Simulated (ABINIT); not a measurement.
## Converging GW for Sr2FeH6 (Fm-3m) in ABINIT

Wanted: a converged G0W0 gap of Sr2FeH6 (Fm-3m), or an estimate of the limit.

Method: LDA and many-body steps on it, plane waves, in ABINIT 10.8.3.

### 1. Set-up

It takes space group Fm-3m (No. 225, cubic). Conventional cell: a = 7.415 Å, b = 7.415 Å, c = 7.415 Å, α = 90.00°, β = 90.00°, γ = 90.00°. Nearest to Sr lie 12 H at 2.63 Å. Nearest to Fe lie 6 H at 1.61 Å. Nearest to H lie 1 Fe at 1.61 Å and 4 H at 2.28 Å and 4 Sr at 2.63 Å. Farther neighbours are not listed.

Structure file:

```cif
data_structure
_symmetry_space_group_name_H-M 'Fm-3m'
_symmetry_Int_Tables_number 225
_cell_length_a 7.4153
_cell_length_b 7.4153
_cell_length_c 7.4153
_cell_angle_alpha 90.000
_cell_angle_beta 90.000
_cell_angle_gamma 90.000
_cell_volume 407.74
loop_
_atom_site_label
_atom_site_type_symbol
_atom_site_symmetry_multiplicity
_atom_site_Wyckoff_symbol
_atom_site_fract_x
_atom_site_fract_y
_atom_site_fract_z
_atom_site_occupancy
Sr1 Sr 8 c 0.25000 0.25000 0.75000 1
Fe1 Fe 4 a 0.00000 0.00000 0.00000 1
H1 H 24 e 0.00000 0.00000 0.78246 1
```

The cell and positions are those that the Materials Project relaxed with its own functionals (PBE, PBE+U or r2SCAN), kept fixed.

### 2. Empty states on the mesh, 2×2×2 mesh, 204 bands

This step: ABINIT 10.8.3; DFT, LDA, plane waves, norm-conserving pseudopotentials.

The sums over transitions need many empty states on a uniform mesh; this step solves for them.

Contents of run.abi:

```
acell 3*1.0 Angstrom
rprim 
  -0.000000000000 3.707652250000 3.707652250000
  3.707652250000 -0.000000000000 3.707652250000
  3.707652250000 3.707652250000 -0.000000000000
ntypat 3
znucl 38 26 1
natom 9
typat 1 1 2 3 3 3 3 3 3
xred 
  0.750000000000 0.750000000000 0.750000000000
  0.250000000000 0.250000000000 0.250000000000
  0.000000000000 0.000000000000 0.000000000000
  0.782457990000 0.782457990000 0.217542010000
  0.217542010000 0.782457990000 0.217542010000
  0.782457990000 0.217542010000 0.217542010000
  0.217542010000 0.217542010000 0.782457990000
  0.782457990000 0.217542010000 0.782457990000
  0.217542010000 0.782457990000 0.782457990000
pp_dirpath "pseudos"
pseudos "Sr.upf, Fe.upf, H.upf"
ecut 39
ngkpt 2 2 2
nshiftk 1
shiftk 0 0 0
kptopt 1
chksymbreak 0
iscf -2
irdden 1
istwfk *1
nband 204
nbdbuf 18
tolwfr 1e-09
nstep 60
prtvol 0
indata_prefix "in"
outdata_prefix "out"
tmpdata_prefix "tmp"
```

Command:

```sh
OMP_NUM_THREADS=1 mpirun -n 4 abinit run.abi > log
```

Numbers of over 12 decimals in the logs are rounded to 6 here.

The log of the run:

```text
.Version 10.8.3 of ABINIT. v10.8.2 released Aug 2026.

 Symmetries : space group Fm -3 m (#225); Bravais cF (face-center cubic)
[... echo of the input left out ...]
== DATASET  1 ==================================================================
-   mpi_nproc: 4, omp_nthreads: 1 (-1 if OMP is not activated)
-    --> not optimal distribution: autoparal keyword recommended in input file <--

--- !DatasetInfo
iteration_state: {dtset: 1, }
dimensions: {natom: 9, nkpt: 3, mband: 204, nsppol: 1, nspinor: 1, nspden: 1, mpw: 8026, }
cutoff_energies: {ecut:  39.0, pawecutdg:  -1.0, }
[...]
2.79784    2.80073    2.80073    2.80073    2.86902    2.86902    2.86902    2.88861
   2.88861    2.88861    2.88957    2.96752    2.97947    2.97953    3.00281    3.00282
   3.00294    3.04471    3.04650    3.04942
 prteigrs : prtvol=0 or 1, do not print more k-points.

== END DATASET(S) ==============================================================
================================================================================

 -outvars: echo values of variables after computation  --------
            nband         204
             nkpt           3
          spgroup         225
 [... the other variables as echoed above ...]

 Calculation completed.
```

It took 77 s on 4 MPI ranks of Arm Neoverse V1, shared host; peak memory 0.5 GiB; 5.1 min of CPU time.

This step gave:

```
gap                                                           : 1.014 eV
k of the valence top                                          : 0, 0, 0
k of the conduction bottom                                    : 0.5, 0.5, 0
least direct gap                                              : 1.079 eV
k points computed                                             : 3
lowest point of the top converged band, above the valence top : 69.9588 eV
```

On this mesh the gap is 1.014 eV.

The density comes from a self-consistent run that is not shown.

### 3. Screening, 2×2×2 mesh, 41 bands, screening to 62.6 eV

The RPA dielectric matrix is built and inverted for each q.

This step: RPA screening on LDA, plane waves, norm-conserving pseudopotentials.

run.abi: that of step 2 with these lines changed.

```diff
@@ -27,10 +27,11 @@
 chksymbreak 0
-iscf -2
-irdden 1
 istwfk *1
-nband 204
-nbdbuf 18
-tolwfr 1e-09
-nstep 60
-prtvol 0
+occopt 1
+irdwfk 1
+optdriver 3
+nband 41
+ecuteps 2.3
+inclvkb 2
+awtr 1
+symchi 1
 indata_prefix "in"
```

The log of the run:

```text
.Version 10.8.3 of ABINIT. v10.8.2 released Aug 2026.

 Symmetries : space group Fm -3 m (#225); Bravais cF (face-center cubic)
[... echo of the input left out ...]
== DATASET  1 ==================================================================
-   mpi_nproc: 4, omp_nthreads: 1 (-1 if OMP is not activated)

--- !DatasetInfo
iteration_state: {dtset: 1, }
dimensions: {natom: 9, nkpt: 3, mband: 41, nsppol: 1, nspinor: 1, nspden: 1, mpw: 8026, }
cutoff_energies: {ecut:  39.0, pawecutdg:  -1.0, }
electrons: {nelect:   4.20000000E+01, charge:   0.00000000E+00, occopt:   1.00000000E+00, tsmear:   1.00000000E-02, }

 SCREENING: Calculation of the susceptibility and dielectric matrices

 Based on a program developped by R.W. Godby, V. Olevano, G. Onida, and L. Reining.
 Incorporated in ABINIT by V. Olevano, G.-M. Rignanese, and M. Torrent.
.Using double precision arithmetic ; gwpc =  8

[... cell and pseudopotentials left out ...]
--------------------------------------------------------------------------------

 ==== K-mesh for the wavefunctions ====
 Number of points in the irreducible wedge :     3
[... list of points left out ...]
 Together with 48 symmetry operations and time-reversal symmetry
 yields     8 points in the full Brillouin Zone.

 ==== Q-mesh for the screening function ====
 Number of points in the irreducible wedge :     3
[... list of points left out ...]
 Together with 48 symmetry operations and time-reversal symmetry
 yields     8 points in the full Brillouin Zone.

 setmesh: FFT mesh size selected  =    36x   36x   36
          total number of points  =        46656

 vcoul_init : cutoff-mode = AUXILIARY_FUNCTION
 q-points for optical limit:   1
     1)      0.000010    0.000020    0.000030

- screening: taking advantage of time-reversal symmetry
- Maximum band index for partially occupied states nbvw = 21
- Remaining bands to be divided among processors   nbcw = 20
- Number of bands treated by each node ~5

 Number of electrons calculated from density =   42.0000; Expected =   42.0000
 average of density, n =  0.061056
 r_s =    1.5754
 omega_plasma =   23.8352 [eV]

 calculating chi0 at frequencies [eV] :
  1    0.000000E+00    0.000000E+00
  2    0.000000E+00    2.383518E+01

--------------------------------------------------------------------------------
  q-point number  1        q = ( 0.000000, 0.000000, 0.000000) [r.l.u.]
--------------------------------------------------------------------------------
[... chi0 elements left out ...]
 For q-point:  0.000010 0.000020 0.000030
  dielectric constant =   4.6287
  dielectric constant without local fields =   5.4032

  Average fulfillment of the sum rule on Im[epsilon] for q-point    1 :     26.31  [%]
[... wings left out ...]
  q-point number  2        q = ( 0.500000, 0.000000, 0.000000) [r.l.u.]
--------------------------------------------------------------------------------
[... chi0 elements left out ...]
  Average fulfillment of the sum rule on Im[epsilon] for q-point    2 :     38.24  [%]

 [... 1 further q-points ...]
```

It took 5.7 s on 4 MPI ranks; peak memory 0.92 GiB.

Numbers from this step:

```
ε∞ with local fields, on this mesh, along the program's q direction : 4.629
the same without local fields                                       : 5.403
plasma frequency                                                    : 23.84 eV
plane waves in the screening matrix                                 : 113
```

Local fields lower ε∞ by 14 %. On a Γ-centred mesh this coarse the value itself is usually too large, while a short band sum pulls it down.

### 4. 41 bands, 62.6 eV

The self-energy is evaluated for the states that the input lists, and the levels follow from it, in one-shot runs by the linearised quasiparticle equation.

This step: G0W0 on LDA, plane waves, norm-conserving pseudopotentials.

run.abi: that of step 3 with these lines changed.

```diff
@@ -30,8 +30,17 @@
 irdwfk 1
-optdriver 3
+optdriver 4
 nband 41
+gwcalctyp 0
+ecutsigx 39
+symsigma 1
+nkptgw 2
+kptgw 
+  0.0000000000 0.0000000000 0.0000000000
+  0.5000000000 0.5000000000 0.0000000000
+bdgw 
+  19 23
+  20 23
 ecuteps 2.3
-inclvkb 2
-awtr 1
-symchi 1
+irdscr 1
+ppmodel 1
 indata_prefix "in"
```

The log of the run:

```text
.Version 10.8.3 of ABINIT. v10.8.2 released Aug 2026.

 Symmetries : space group Fm -3 m (#225); Bravais cF (face-center cubic)
[... echo of the input left out ...]
== DATASET  1 ==================================================================
-   mpi_nproc: 4, omp_nthreads: 1 (-1 if OMP is not activated)

--- !DatasetInfo
iteration_state: {dtset: 1, }
dimensions: {natom: 9, nkpt: 3, mband: 41, nsppol: 1, nspinor: 1, nspden: 1, mpw: 8026, }
cutoff_energies: {ecut:  39.0, pawecutdg:  -1.0, }
electrons: {nelect:   4.20000000E+01, charge:   0.00000000E+00, occopt:   1.00000000E+00, tsmear:   1.00000000E-02, }

 SIGMA: Calculation of the GW corrections

 Based on a program developped by R.W. Godby, V. Olevano, G. Onida, and L. Reining.
 Incorporated in ABINIT by V. Olevano, G.-M. Rignanese, and M. Torrent.
.Using double precision arithmetic ; gwpc =  8

[... cell and pseudopotentials left out ...]
--------------------------------------------------------------------------------

 ==== K-mesh for the wavefunctions ====
 Number of points in the irreducible wedge :     3
[... list of points left out ...]
 Together with 48 symmetry operations and time-reversal symmetry
 yields     8 points in the full Brillouin Zone.

 ==== Q-mesh for screening function ====
 Number of points in the irreducible wedge :     3
[... list of points left out ...]
 Together with 48 symmetry operations and time-reversal symmetry
 yields     8 points in the full Brillouin Zone.

 vcoul_init : cutoff-mode = AUXILIARY_FUNCTION
 q-points for optical limit:   1
     1)      0.000010    0.000020    0.000030
 setmesh: FFT mesh size selected  =    60x   60x   60
          total number of points  =       216000

 Number of electrons calculated from density =   42.0000; Expected =   42.0000
 average of density, n =  0.061056
 r_s =    1.5754
 omega_plasma =   23.8352 [eV]

 === KS Band Gaps ===
  >>>> For spin  1
   Minimum direct gap =   1.0790 [eV], located at k-point      :   0.5000  0.5000  0.0000
   Fundamental gap    =   1.0135 [eV], Top of valence bands at :   0.0000  0.0000  0.0000
                                       Bottom of conduction at :   0.5000  0.5000  0.0000
 SIGMA fundamental parameters:
 PLASMON POLE MODEL  1
 number of plane-waves for SigmaX                 7943
 number of plane-waves for SigmaC and W            113
 number of plane-waves for wavefunctions          7943
 number of bands                                    41
 number of independent spin polarizations            1
 number of spinorial components                      1
 number of k-points in IBZ                           3
 number of q-points in IBZ                           3
 number of symmetry operations                      48
 number of k-points in BZ                            8
 number of q-points in BZ                            8
 number of frequencies for dSigma/dE                 9
 frequency step for dSigma/dE [eV]                0.25
 number of omega for Sigma on real axis              0
 max omega for Sigma on real axis  [eV]           0.00
 zcut for avoiding poles [eV]                     0.10

 EPSILON^-1 parameters (SCR file):
 dimension of the eps^-1 matrix on file            113
 dimension of the eps^-1 matrix used               113
 number of plane-waves for wavefunctions          7943
 number of bands                                    41
 number of q-points in IBZ                           3
 number of frequencies                               2
 number of real frequencies                          1
 number of imag frequencies                          1

 matrix elements of self-energy operator (all in [eV])

 Perturbative Calculation

--- !SelfEnergy_ee
iteration_state: {dtset: 1, }
kpoint     : [   0.000,    0.000,    0.000, ]
spin       : 1
KS_gap     :    2.293
QP_gap     :    3.826
Delta_QP_KS:    1.533
data: !SigmaeeData |
     Band     E0 <VxcDFT>   SigX SigC(E0)      Z dSigC/dE  Sig(E)    E-E0       E
       19   5.329 -24.608 -29.434   5.892   0.714  -0.401 -23.847   0.760   6.090
       20   5.329 -24.608 -29.434   5.892   0.714  -0.401 -23.847   0.760   6.090
       21   5.329 -24.608 -29.434   5.892   0.714  -0.401 -23.847   0.760   6.090
       22   7.623 -18.554 -12.064  -3.533   0.775  -0.290 -16.261   2.293   9.916
       23   7.623 -18.554 -12.064  -3.533   0.775  -0.290 -16.261   2.293   9.916

--- !SelfEnergy_ee
iteration_state: {dtset: 1, }
kpoint     : [   0.500,    0.500,    0.000, ]
spin       : 1
KS_gap     :    1.079
QP_gap     :    2.334
Delta_QP_KS:    1.255
data: !SigmaeeData |
     Band     E0 <VxcDFT>   SigX SigC(E0)      Z dSigC/dE  Sig(E)    E-E0       E
       20   5.264 -24.302 -29.049   5.849   0.714  -0.400 -23.515   0.787   6.051
       21   5.264 -24.302 -29.049   5.849   0.714  -0.400 -23.515   0.787   6.051
       22   6.343 -19.239 -13.444  -3.151   0.772  -0.295 -17.197   2.042   8.385
       23   7.931 -10.330  -4.881  -2.757   0.843  -0.186  -8.060   2.270  10.201

== END DATASET(S) ==============================================================
================================================================================

 -outvars: echo values of variables after computation  --------
           etotal      0.0000000000E+00
            nband          41
             nkpt           3
          spgroup         225
 [... the other variables as echoed above ...]

 Calculation completed.
```

Elapsed: 4.4 s, on 4 MPI ranks; peak memory 0.89 GiB; 17 s of CPU time.

Numbers from this step:

```
G0W0 gap on the points computed              : 2.295 eV
starting gap on the mesh                     : 1.014 eV
k of the valence top                         : 0, 0, 0
k of the conduction bottom                   : 0.5, 0.5, 0
Z at the valence top                         : 0.714
Z at the conduction bottom                   : 0.772
least direct G0W0 gap on the computed points : 2.334 eV
```

The gap on the mesh goes from 1.01 eV to 2.29 eV, a correction of +1.28 eV.

### 5. Screening, 2×2×2 mesh, 88 bands, screening to 114.3 eV

This step: RPA screening on LDA, plane waves, norm-conserving pseudopotentials.

run.abi: that of step 4 with these lines changed.

```diff
@@ -30,17 +30,8 @@
 irdwfk 1
-optdriver 4
-nband 41
-gwcalctyp 0
-ecutsigx 39
-symsigma 1
-nkptgw 2
-kptgw 
-  0.0000000000 0.0000000000 0.0000000000
-  0.5000000000 0.5000000000 0.0000000000
-bdgw 
-  19 23
-  20 23
-ecuteps 2.3
-irdscr 1
-ppmodel 1
+optdriver 3
+nband 88
+ecuteps 4.2
+inclvkb 2
+awtr 1
+symchi 1
 indata_prefix "in"
```

The log of the run:

```text
.Version 10.8.3 of ABINIT. v10.8.2 released Aug 2026.

 Symmetries : space group Fm -3 m (#225); Bravais cF (face-center cubic)
[... echo of the input left out ...]
== DATASET  1 ==================================================================
-   mpi_nproc: 4, omp_nthreads: 1 (-1 if OMP is not activated)

--- !DatasetInfo
iteration_state: {dtset: 1, }
dimensions: {natom: 9, nkpt: 3, mband: 88, nsppol: 1, nspinor: 1, nspden: 1, mpw: 8026, }
cutoff_energies: {ecut:  39.0, pawecutdg:  -1.0, }
electrons: {nelect:   4.20000000E+01, charge:   0.00000000E+00, occopt:   1.00000000E+00, tsmear:   1.00000000E-02, }

 SCREENING: Calculation of the susceptibility and dielectric matrices

 Based on a program developped by R.W. Godby, V. Olevano, G. Onida, and L. Reining.
 Incorporated in ABINIT by V. Olevano, G.-M. Rignanese, and M. Torrent.
.Using double precision arithmetic ; gwpc =  8

[... cell and pseudopotentials left out ...]
--------------------------------------------------------------------------------

 ==== K-mesh for the wavefunctions ====
 Number of points in the irreducible wedge :     3
[... list of points left out ...]
 Together with 48 symmetry operations and time-reversal symmetry
 yields     8 points in the full Brillouin Zone.

 ==== Q-mesh for the screening function ====
 Number of points in the irreducible wedge :     3
[... list of points left out ...]
 Together with 48 symmetry operations and time-reversal symmetry
 yields     8 points in the full Brillouin Zone.

 setmesh: FFT mesh size selected  =    40x   40x   40
          total number of points  =        64000

 vcoul_init : cutoff-mode = AUXILIARY_FUNCTION
 q-points for optical limit:   1
     1)      0.000010    0.000020    0.000030

- screening: taking advantage of time-reversal symmetry
- Maximum band index for partially occupied states nbvw = 21
- Remaining bands to be divided among processors   nbcw = 67
- Number of bands treated by each node ~16

 Number of electrons calculated from density =   42.0000; Expected =   42.0000
 average of density, n =  0.061056
 r_s =    1.5754
 omega_plasma =   23.8352 [eV]

 calculating chi0 at frequencies [eV] :
  1    0.000000E+00    0.000000E+00
  2    0.000000E+00    2.383518E+01

--------------------------------------------------------------------------------
  q-point number  1        q = ( 0.000000, 0.000000, 0.000000) [r.l.u.]
--------------------------------------------------------------------------------
[... chi0 elements left out ...]
 For q-point:  0.000010 0.000020 0.000030
  dielectric constant =   4.6623
  dielectric constant without local fields =   5.5301

  Average fulfillment of the sum rule on Im[epsilon] for q-point    1 :     52.32  [%]
[... wings left out ...]
  q-point number  2        q = ( 0.500000, 0.000000, 0.000000) [r.l.u.]
--------------------------------------------------------------------------------
[... chi0 elements left out ...]
  Average fulfillment of the sum rule on Im[epsilon] for q-point    2 :     59.31  [%]

 [... 1 further q-points ...]
```

Run time: 13 s. Hardware: 4 MPI ranks; peak memory 1.2 GiB; 51 s of CPU time.

This step gave:

* ε∞ with local fields, on this mesh, along the program's q direction: 4.662
* the same without local fields: 5.530
* plasma frequency: 23.84 eV
* plane waves in the screening matrix: 283

(Part 1 of 2 ends here.)

[Paths, hosts, dates, memory and timing lines, banners, echoed tables and standing remarks are left out of the program output.]

[Logs are printed without paths, hosts, clocks, repeated set-up lines and the standing remarks that a program may print on its own settings, such as how far it seeks lower states.]

[Runs of the session that timed out or met a known fault of the program may be left out.]

[Hosts, paths, dates, database ids (printed as entryN), source tags and the programs' standing remarks are cut or masked in the printed files.]

[G0W0 gaps are taken among the corrected bands and points alone; a level outside them can change the order at an edge.]

[Where Ansatz stands beside ABINIT at settings called matched, ABINIT's density can come from a denser mesh and the files from another edition; pairs whose starting gaps differed by over 0.03 eV were left out, so agreement reads better than it is.]
